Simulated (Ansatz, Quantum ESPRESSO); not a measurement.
# Zr2CO2 MXene, 1 layer: biaxial strain by an ASE script, part 2 of 2

Wanted: deformation of the bands of Zr2CO2 MXene, 1 layer, driven from Python.

Quantum ESPRESSO 7.5; plane-wave DFT, PBE, GBRV ultrasoft pseudopotentials; geometry by Ansatz 0.2.0 with PAW datasets.

So far: Starting point; Relaxation with Ansatz.

### Step 3. Running the series

Under ESM bc1 levels count from the vacuum, or from the mean of the two vacuum levels where the sheet has a dipole, so band edges at unlike strains can be compared.

Level of this step: plane-wave DFT, PBE, GBRV ultrasoft pseudopotentials (Quantum ESPRESSO 7.5).

Input file run.py:

```python
import json
import numpy as np
from ase import Atoms
from ase.calculators.espresso import Espresso, EspressoProfile

profile = EspressoProfile(command='mpirun -n 2 pw.x -nk 2', pseudo_dir='../pseudo')
pseudopotentials = {'C': 'c_pbe_v1.2.uspp.F.UPF', 'O': 'o_pbe_v1.2.uspp.F.UPF', 'Zr': 'zr_pbe_v1.uspp.F.UPF'}
system = {'ecutwfc': 40, 'ecutrho': 200, 'occupations': 'smearing', 'smearing': 'fd', 'degauss': 0.002}


def calculator(name, kpts, **extra):
    data = dict(control=dict(tprnfor=True, verbosity='high', disk_io='none'),
                system=system | extra,
                electrons=dict(conv_thr=1e-09, mixing_beta=0.4, mixing_mode='plain',
                               electron_maxstep=100))
    return Espresso(profile=profile, directory=name, pseudopotentials=pseudopotentials, kpts=kpts, input_data=data)


def centre(atoms):
    z = atoms.positions[:, 2]
    atoms.positions[:, 2] -= (z.max() + z.min()) / 2  # ESM wants the slab about z = 0
    return atoms

sheet = Atoms(
    ['O', 'Zr', 'C', 'Zr', 'O'],
    scaled_positions=[
        [0.3333333333, 0.6666666667, 0.3838673641],
        [0.6666666667, 0.3333333333, 0.4299279798],
        [0.0000000000, 0.0000000000, 0.5000000007],
        [0.3333333333, 0.6666666667, 0.5700720179],
        [0.6666666667, 0.3333333333, 0.6161326376]],
    cell=[
        [3.306467515051, 0.000000000000, 0.000000000000],
        [-1.653233757526, 2.863484864822, 0.000000000000],
        [0.000000000000, 0.000000000000, 19.952946795600]],
    pbc=True)

rows = []
for strain in [-0.03, -0.015, 0.0, 0.015, 0.03]:
    atoms = sheet.copy()
    atoms.set_cell(sheet.cell.array * [[1 + strain], [1 + strain], [1]], scale_atoms=True)
    atoms = centre(atoms)
    atoms.calc = calculator(f's{strain:+.3f}', (12, 12, 1), assume_isolated='esm', esm_bc='bc1', nbnd=24)
    energy = atoms.get_potential_energy()
    levels = np.array([atoms.calc.get_eigenvalues(kpt=i) for i in range(len(atoms.calc.get_ibz_k_points()))])
    top, bottom = levels[:, 19].max(), levels[:, 20].min()
    direct = (levels[:, 20] - levels[:, 19]).min()
    rows.append([strain, energy, top, bottom, direct])
    print(f'strain {strain:+.3f}: E = {energy:.5f} eV, valence top {top:.3f}, conduction bottom {bottom:.3f}, '
          f'gap {bottom - top:.3f}, least direct gap {direct:.3f} eV')

x, energy, top, bottom, direct = np.array(rows).T
area = np.linalg.norm(np.cross(*sheet.cell[:2]))
stiffness = np.polyfit(x, energy, 2)[0] / area * 16.0218  # C11 + C12, heights clamped
print(f'valence and conduction edges move by {np.polyfit(x, top, 1)[0]:.2f} and {np.polyfit(x, bottom, 1)[0]:.2f} eV per unit biaxial strain')
print(f'C11 + C12 with clamped heights: {stiffness:.1f} N/m')
json.dump(dict(rows=rows, stiffness=stiffness), open('result.json', 'w'))
```

On the command line:

```sh
> OMP_NUM_THREADS=1 python run.py
```

The program printed:

```text
strain -0.030: E = -3740.27202 eV, valence top -5.171, conduction bottom -4.334, gap 0.837, least direct gap 1.827 eV
strain -0.015: E = -3740.45624 eV, valence top -5.259, conduction bottom -4.352, gap 0.907, least direct gap 1.895 eV
strain +0.000: E = -3740.51598 eV, valence top -5.338, conduction bottom -4.372, gap 0.966, least direct gap 1.836 eV
strain +0.015: E = -3740.46447 eV, valence top -5.410, conduction bottom -4.394, gap 1.016, least direct gap 1.775 eV
strain +0.030: E = -3740.31384 eV, valence top -5.474, conduction bottom -4.418, gap 1.056, least direct gap 1.712 eV
valence and conduction edges move by -5.05 and -1.41 eV per unit biaxial strain
C11 + C12 with clamped heights: 419.5 N/m
```

Wall time 3.8 min (2 MPI ranks of AMD EPYC 9R45, shared host); peak memory 0.45 GiB; 7.5 min of CPU time.

The input that ASE wrote for the first run, and its log:

```
&CONTROL
   verbosity        = 'high'
   tprnfor          = .true.
   disk_io          = 'none'
   pseudo_dir       = '../pseudo'
/
&SYSTEM
   nbnd             = 24
   ecutwfc          = 40
   ecutrho          = 200
   occupations      = 'smearing'
   degauss          = 0.002
   smearing         = 'fd'
   assume_isolated  = 'esm'
   esm_bc           = 'bc1'
   ntyp             = 3
   nat              = 5
   ibrav            = 0
/
&ELECTRONS
   electron_maxstep = 100
   conv_thr         = 1e-09
   mixing_mode      = 'plain'
   mixing_beta      = 0.4
/
&IONS
/
&CELL
/
&FCP
/
&RISM
/
ATOMIC_SPECIES
O 15.999 o_pbe_v1.2.uspp.F.UPF
Zr 91.224 zr_pbe_v1.uspp.F.UPF
C 12.011 c_pbe_v1.2.uspp.F.UPF

K_POINTS automatic
12 12 1  0 0 0

CELL_PARAMETERS angstrom
3.20727348959947 0.00000000000000 0.00000000000000
-1.60363674480022 2.77758031887734 0.00000000000000
0.00000000000000 0.00000000000000 19.95294679560000

ATOMIC_POSITIONS angstrom
O -0.0000000002 1.8517202127 -2.3171883223  
Zr 1.6036367450 0.9258601062 -1.3981433079  
C 0.0000000000 0.0000000000 -0.0000000030  
Zr -0.0000000002 1.8517202127 1.3981432281  
O 1.6036367450 0.9258601062 2.3171883223
```

```text
Program PWSCF v.7.5 starts
[citation notice left out]

     Parallel version (MPI & OpenMP), running on       2 processor cores
     Number of MPI processes:                 2
     Threads/MPI process:                     1

     MPI processes distributed on     1 nodes
[... 1 line left out ...]

Warning: card &CELL ignored
Warning: card &FCP ignored
Warning: card &RISM ignored

     Current dimensions of program PWSCF are:
     Max number of different atomic species (ntypx) = 10
     Max number of k-points (npk) =  40000
     Max angular momentum in pseudopotentials (lmaxx) =  4
     Message from routine setup:
     using ibrav=0 with symmetry is DISCOURAGED, use correct ibrav instead

     K-points division:     npool     =       2
     Subspace diagonalization in iterative solution of the eigenvalue problem:
     a serial algorithm will be used

     G-vector sticks info
     --------------------
     sticks:   dense  smooth     PW     G-vecs:    dense   smooth      PW
     Sum         511     409    121                57403    40963    7033

     Using Slab Decomposition

     bravais-lattice index     =            0
     lattice parameter (alat)  =       6.0609  a.u.
     unit-cell volume          =    1199.5166 (a.u.)^3
     number of atoms/cell      =            5
     number of atomic types    =            3
     number of electrons       =        40.00
     number of Kohn-Sham states=           24
     kinetic-energy cutoff     =      40.0000  Ry
     charge density cutoff     =     200.0000  Ry
     scf convergence threshold =      1.0E-09
     mixing beta               =       0.4000
     number of iterations used =            8  plain     mixing
     Exchange-correlation= SLA  PW   PBE  PBE
                           (   1   4   3   4   0   0   0)

     Effective Screening Medium Method
     =================================
     Boundary Conditions: Vacuum-Slab-Vacuum
     total charge in unit cell        =   0.0000
     grid points for fit at edges     =        4

[... 10 lines left out ...]
     PseudoPot. # 1 for O  read from file:
     ../pseudo/o_pbe_v1.2.uspp.F.UPF
     Pseudo is Ultrasoft + core correction, Zval =  6.0
     Generated by new atomic code, or converted to UPF format
     Using radial grid of  737 points,  5 beta functions with:
                l(1) =   0
                l(2) =   0
                l(3) =   1
                l(4) =   1
                l(5) =   2
     Q(r) pseudized with  8 coefficients,  rinner =    0.900   0.900   0.900
                                                       0.900   0.900

     PseudoPot. # 2 for Zr read from file:
     ../pseudo/zr_pbe_v1.uspp.F.UPF
     Pseudo is Ultrasoft + core correction, Zval = 12.0
     Generated by new atomic code, or converted to UPF format
     Using radial grid of  887 points,  6 beta functions with:
                l(1) =   0
                l(2) =   0
                l(3) =   1
[... 730 lines left out ...]

     negative rho (up, down):  1.232E-01 0.000E+00

     Forces acting on atoms (cartesian axes, Ry/au):

     atom    1 type  1   force =     0.00000000    0.00000000   -0.03165945
     atom    2 type  2   force =    -0.00000000   -0.00000000    0.01681163
     atom    3 type  3   force =     0.00000000    0.00000000    0.00000000
     atom    4 type  2   force =    -0.00000000   -0.00000000   -0.01681163
     atom    5 type  1   force =    -0.00000000   -0.00000000    0.03165945
     The non-local contrib.  to forces
     atom    1 type  1   force =     0.00000000   -0.00000000    0.65183087
     atom    2 type  2   force =     0.00000000   -0.00000000    0.09069977
     atom    3 type  3   force =     0.00000000    0.00000000    0.00000000
     atom    4 type  2   force =     0.00000000    0.00000000   -0.09069977
     atom    5 type  1   force =     0.00000000   -0.00000000   -0.65183087
     The ionic contribution  to forces
     atom    1 type  1   force =     0.00000000   -0.00000000  -72.77874780
     atom    2 type  2   force =    -0.00000000    0.00000000  -81.22573017
     atom    3 type  3   force =     0.00000000    0.00000000    0.00000030
     atom    4 type  2   force =     0.00000000   -0.00000000   81.22572877
     atom    5 type  1   force =    -0.00000000    0.00000000   72.77874890
     The local contribution  to forces
     atom    1 type  1   force =     0.00000001   -0.00000001   72.09733969
     atom    2 type  2   force =    -0.00000002    0.00000001   81.15915793
     atom    3 type  3   force =    -0.00000000    0.00000000    0.00000126
     atom    4 type  2   force =     0.00000002   -0.00000001  -81.15913932
     atom    5 type  1   force =    -0.00000001    0.00000001  -72.09733614
     The core correction contribution to forces
     atom    1 type  1   force =     0.00000000   -0.00000000   -0.00213564
     atom    2 type  2   force =     0.00000000   -0.00000000   -0.00740614
     atom    3 type  3   force =     0.00000000    0.00000000   -0.00000000
     atom    4 type  2   force =    -0.00000000    0.00000000    0.00740586
     atom    5 type  1   force =    -0.00000000    0.00000000    0.00213564
     The Hubbard contrib.    to forces
     atom    1 type  1   force =     0.00000000    0.00000000    0.00000000
     atom    2 type  2   force =     0.00000000    0.00000000    0.00000000
     atom    3 type  3   force =     0.00000000    0.00000000    0.00000000
     atom    4 type  2   force =     0.00000000    0.00000000    0.00000000
     atom    5 type  1   force =     0.00000000    0.00000000    0.00000000
     The SCF correction term to forces
     atom    1 type  1   force =    -0.00000000    0.00000000    0.00005576
     atom    2 type  2   force =     0.00000000   -0.00000000    0.00009871
     atom    3 type  3   force =    -0.00000000    0.00000000   -0.00000000
     atom    4 type  2   force =    -0.00000000    0.00000000   -0.00009871
     atom    5 type  1   force =     0.00000000   -0.00000000   -0.00005576

     Total force =     0.050694     Total SCF correction =     0.000160
     Message from routine punch:
     Nothing written, as per user request (disk_io='none')

[... 1 line left out ...]

[... 1 line left out ...]

[... 1 line left out ...]

[... 3 lines left out ...]

[... 1 line left out ...]

[... 2 lines left out ...]

[... 1 line left out ...]

[... 1 line left out ...]

=------------------------------------------------------------------------------=
   JOB DONE.
=------------------------------------------------------------------------------=
```

Numbers from this step:

| Property | Result |
| --- | --- |
| biaxial stiffness | 419.5 N/m |

The band edge from the vacuum level by biaxial strain:

```tsv
biaxial strain (%)	valence top (eV)	conduction bottom (eV)
-3.00	-5.17	-4.33
-1.50	-5.26	-4.35
0.00	-5.34	-4.37
1.50	-5.41	-4.39
3.00	-5.47	-4.42
```

The gap by biaxial strain:

```tsv
biaxial strain (%)	on the mesh (eV)	least direct (eV)
-3.00	0.837	1.83
-1.50	0.907	1.90
0.00	0.967	1.84
1.50	1.02	1.78
3.00	1.06	1.71
```

Energy over the lowest against biaxial strain:

```tsv
biaxial strain (%)	energy over the lowest (meV)
-3.00	244
-1.50	59.7
0.00	0
1.50	51.5
3.00	202
```

### Step 4. The script: vdW-DF-cx, GBRV ultrasoft

Level of this step: plane-wave DFT, vdW-DF-cx, GBRV ultrasoft pseudopotentials made under PBE (Quantum ESPRESSO 7.5). input_dft overrides the functional of the files.

run.py is the input of step 3 with these lines changed:

```diff
@@ -7,3 +7,3 @@
 pseudopotentials = {'C': 'c_pbe_v1.2.uspp.F.UPF', 'O': 'o_pbe_v1.2.uspp.F.UPF', 'Zr': 'zr_pbe_v1.uspp.F.UPF'}
-system = {'ecutwfc': 40, 'ecutrho': 200, 'occupations': 'smearing', 'smearing': 'fd', 'degauss': 0.002}
+system = {'ecutwfc': 40, 'ecutrho': 200, 'input_dft': 'vdw-df-cx', 'occupations': 'smearing', 'smearing': 'fd', 'degauss': 0.002}
```

On the command line:

```sh
> OMP_NUM_THREADS=1 python run.py
```

The program printed:

```text
strain -0.030: E = -3738.93612 eV, valence top -5.295, conduction bottom -4.480, gap 0.815, least direct gap 1.803 eV
strain -0.015: E = -3739.06699 eV, valence top -5.380, conduction bottom -4.495, gap 0.886, least direct gap 1.863 eV
strain +0.000: E = -3739.07507 eV, valence top -5.458, conduction bottom -4.512, gap 0.946, least direct gap 1.805 eV
strain +0.015: E = -3738.97349 eV, valence top -5.527, conduction bottom -4.531, gap 0.996, least direct gap 1.745 eV
strain +0.030: E = -3738.77434 eV, valence top -5.590, conduction bottom -4.553, gap 1.037, least direct gap 1.683 eV
valence and conduction edges move by -4.91 and -1.22 eV per unit biaxial strain
C11 + C12 with clamped heights: 413.5 N/m
```

Wall time 6.8 min (2 MPI ranks); peak memory 0.49 GiB.

Numbers from this step:

```
biaxial stiffness : 413.5 N/m
```

Table of band edge from the vacuum level by biaxial strain:

```tsv
biaxial strain (%)	valence top (eV)	conduction bottom (eV)
-3.00	-5.29	-4.48
-1.50	-5.38	-4.49
0.00	-5.46	-4.51
1.50	-5.53	-4.53
3.00	-5.59	-4.55
```

Table of gap by biaxial strain:

```tsv
biaxial strain (%)	on the mesh (eV)	least direct (eV)
-3.00	0.815	1.80
-1.50	0.886	1.86
0.00	0.946	1.80
1.50	0.996	1.74
3.00	1.04	1.68
```

Table of energy over the lowest by biaxial strain:

```tsv
biaxial strain (%)	energy over the lowest (meV)
-3.00	139
-1.50	8.08
0.00	0
1.50	102
3.00	301
```

### Step 5. By hand

Under equal strain ε in the plane, E = A (C11 + C12) ε². From the points at ±1.5 %: d²E/dε² = (59.74 + 51.51 − 2 × 0.00) meV / 0.015² = 494 eV, and 494/(2 × 9.468 Å²) × 16.02 = 418 N/m.

### Step 6. Results

```json
{"C11 + C12, heights clamped, PBE, GBRV ultrasoft": "420 N/m", "gap on the mesh at zero strain, PBE, GBRV ultrasoft": "0.97 eV", "valence top below the vacuum at zero strain, PBE, GBRV ultrasoft": "5.34 eV", "shift of the valence top per unit biaxial strain, PBE, GBRV ultrasoft": "-5.0 eV", "shift of the conduction bottom per unit biaxial strain, PBE, GBRV ultrasoft": "-1.4 eV", "C11 + C12, heights clamped, vdW-DF-cx, GBRV ultrasoft (made under PBE)": "413 N/m", "gap on the mesh at zero strain, vdW-DF-cx, GBRV ultrasoft (made under PBE)": "0.95 eV", "valence top below the vacuum at zero strain, vdW-DF-cx, GBRV ultrasoft (made under PBE)": "5.46 eV", "shift of the valence top per unit biaxial strain, vdW-DF-cx, GBRV ultrasoft (made under PBE)": "-4.9 eV", "shift of the conduction bottom per unit biaxial strain, vdW-DF-cx, GBRV ultrasoft (made under PBE)": "-1.2 eV"}
```

In words: The sheet's biaxial stiffness comes to 420 N/m and its gap at zero strain to 0.97 eV (PBE, GBRV ultrasoft). From −3 % to +3 % the gap on the mesh goes from 0.84 to 1.06 eV; it is indirect at every strain. Heights are clamped under strain, which makes a sheet with several atomic planes too stiff. Zero strain is the PBE cell; under vdW-DF-cx the energy is lowest near -0.6 %, so its stiffness is taken away from its own minimum. Semilocal gaps are too small. Spin-orbit coupling is left out; depending on the atoms that carry the levels of interest, it can split and shift them by tens to hundreds of meV.

[Logs are printed without paths, hosts, clocks, repeated set-up lines and the standing remarks that a program may print on its own settings, such as how far it seeks lower states.]

[Hosts, paths, dates, database ids (printed as entryN), source tags and the programs' standing remarks are cut or masked in the printed files.]

[Maps of the electrostatic potential energy from Ansatz leave out the sawtooth potential of an applied field or a dipole correction, so their vacuum need not be flat; planar profiles and work functions include it.]
